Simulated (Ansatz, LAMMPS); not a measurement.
# Static equation of state of amorphous Zn21Cd9Te14Se16 (60 atoms)

Density of this cell: 4.62 g/cm³. The cell holds 60 atoms: 21 Zn, 9 Cd, 14 Te and 16 Se. Its edges and angles: a = 12.446 Å, b = 12.468 Å, c = 12.578 Å, α = 89.5°, β = 89.1°, γ = 89.7°. The starting structure: 60 atoms (21 Zn, 9 Cd, 14 Te, 16 Se) placed at random at 5.25 g/cm³, melted at 2500 K for 10 ps at fixed volume with the Stillinger-Weber II-VI potential (Zhou et al., Phys. Rev. B 88, 085309 (2013)). Quenched from 2500 K to 300 K at 10 K/ps and fixed volume, annealed at 900 K for 20 ps, held 5 ps, then minimised at fixed cell.

Calculated with Ansatz 0.2.0: Kohn-Sham DFT, revPBE, PAW (set soft_1), plane waves; cutoff 420 eV, Γ point, fermi-dirac smearing of 0.05 eV. Cell and atoms were relaxed first, to V0 = 32.525 Å³ an atom at a residual P0 = -0.018 GPa. The cell was then scaled evenly, and the atoms were relaxed at each volume.

```
volume (Å³/atom)  pressure (GPa)
          29.272           2.144
          30.573               ?
          31.549          0.5463
          33.500         -0.2439
          34.476         -0.4849
```

Task: Fit the third-order Birch–Murnaghan equation to the rows given and interpolate to the withheld row.

Worked fit:

Take the Eulerian strain f = ½[(V0/V)^(2/3) − 1] and the normalised pressure F = (P − P0) / [3f(1 + 2f)^(5/2)]. The third-order Birch–Murnaghan equation is then the line F = B0 + (3/2)B0(B′ − 4) f, so u = f and v = F.

```
      u = f  v = F (GPa)
  0.0363829      16.6221
  0.0102571      17.4363
-0.00975646      8.10028
 -0.0190507      8.99995
```

With n = 4: mean u = 0.00445818, mean v = 12.7897, Σ(u − ū)² = 0.0018075, Σ(u − ū)(v − v̄) = 0.30504. Slope b = 0.30504 / 0.0018075 = 168.76; intercept a = v̄ − b ū = 12.037.

So B0 = a = 12.0 GPa and B′ = 4 + 2b/(3a) = 13.3. At the withheld volume f = 0.02106, F = a + b f = 15.59 GPa, and P = P0 + 3f(1 + 2f)^(5/2) F.

Prediction at 30.573: 1.074 GPa. The run gave 1.181 GPa, so the fit is low by 0.11 GPa (9.1 % of the value).

The series isn't one smooth equation of state: even a line fitted to all rows, the withheld one included, misses F by up to 29.9 %, an atom moves over 0.5 Å in some relaxation and a scaled cell ends below the relaxed one in energy. B0 and B′ are then only the numbers of this fit, not moduli of the material. Among the rows given, the largest miss of the fit is at 29.272, by 0.20 GPa (7.7 % of the range of the table).

Limits: Static cells at zero temperature; the cell shape is held. The program notes that the SCF threshold of these relaxations is loose for the stress. The quench rate of 10 K/ps is many orders above laboratory rates, so the cell is likely richer in defects and strain than a real sample. The network of bonds at the start is that of the classical potential that made the cell, and needn't be the one that DFT or experiment would give. Only the Γ point is sampled, in a cell whose shortest periodic width is 12 Å.

[Logs are printed without paths, hosts, clocks, repeated set-up lines and the standing remarks that a program may print on its own settings, such as how far it seeks lower states.]

[Hosts, paths, dates, database ids (printed as entryN), source tags and the programs' standing remarks are cut or masked in the printed files.]
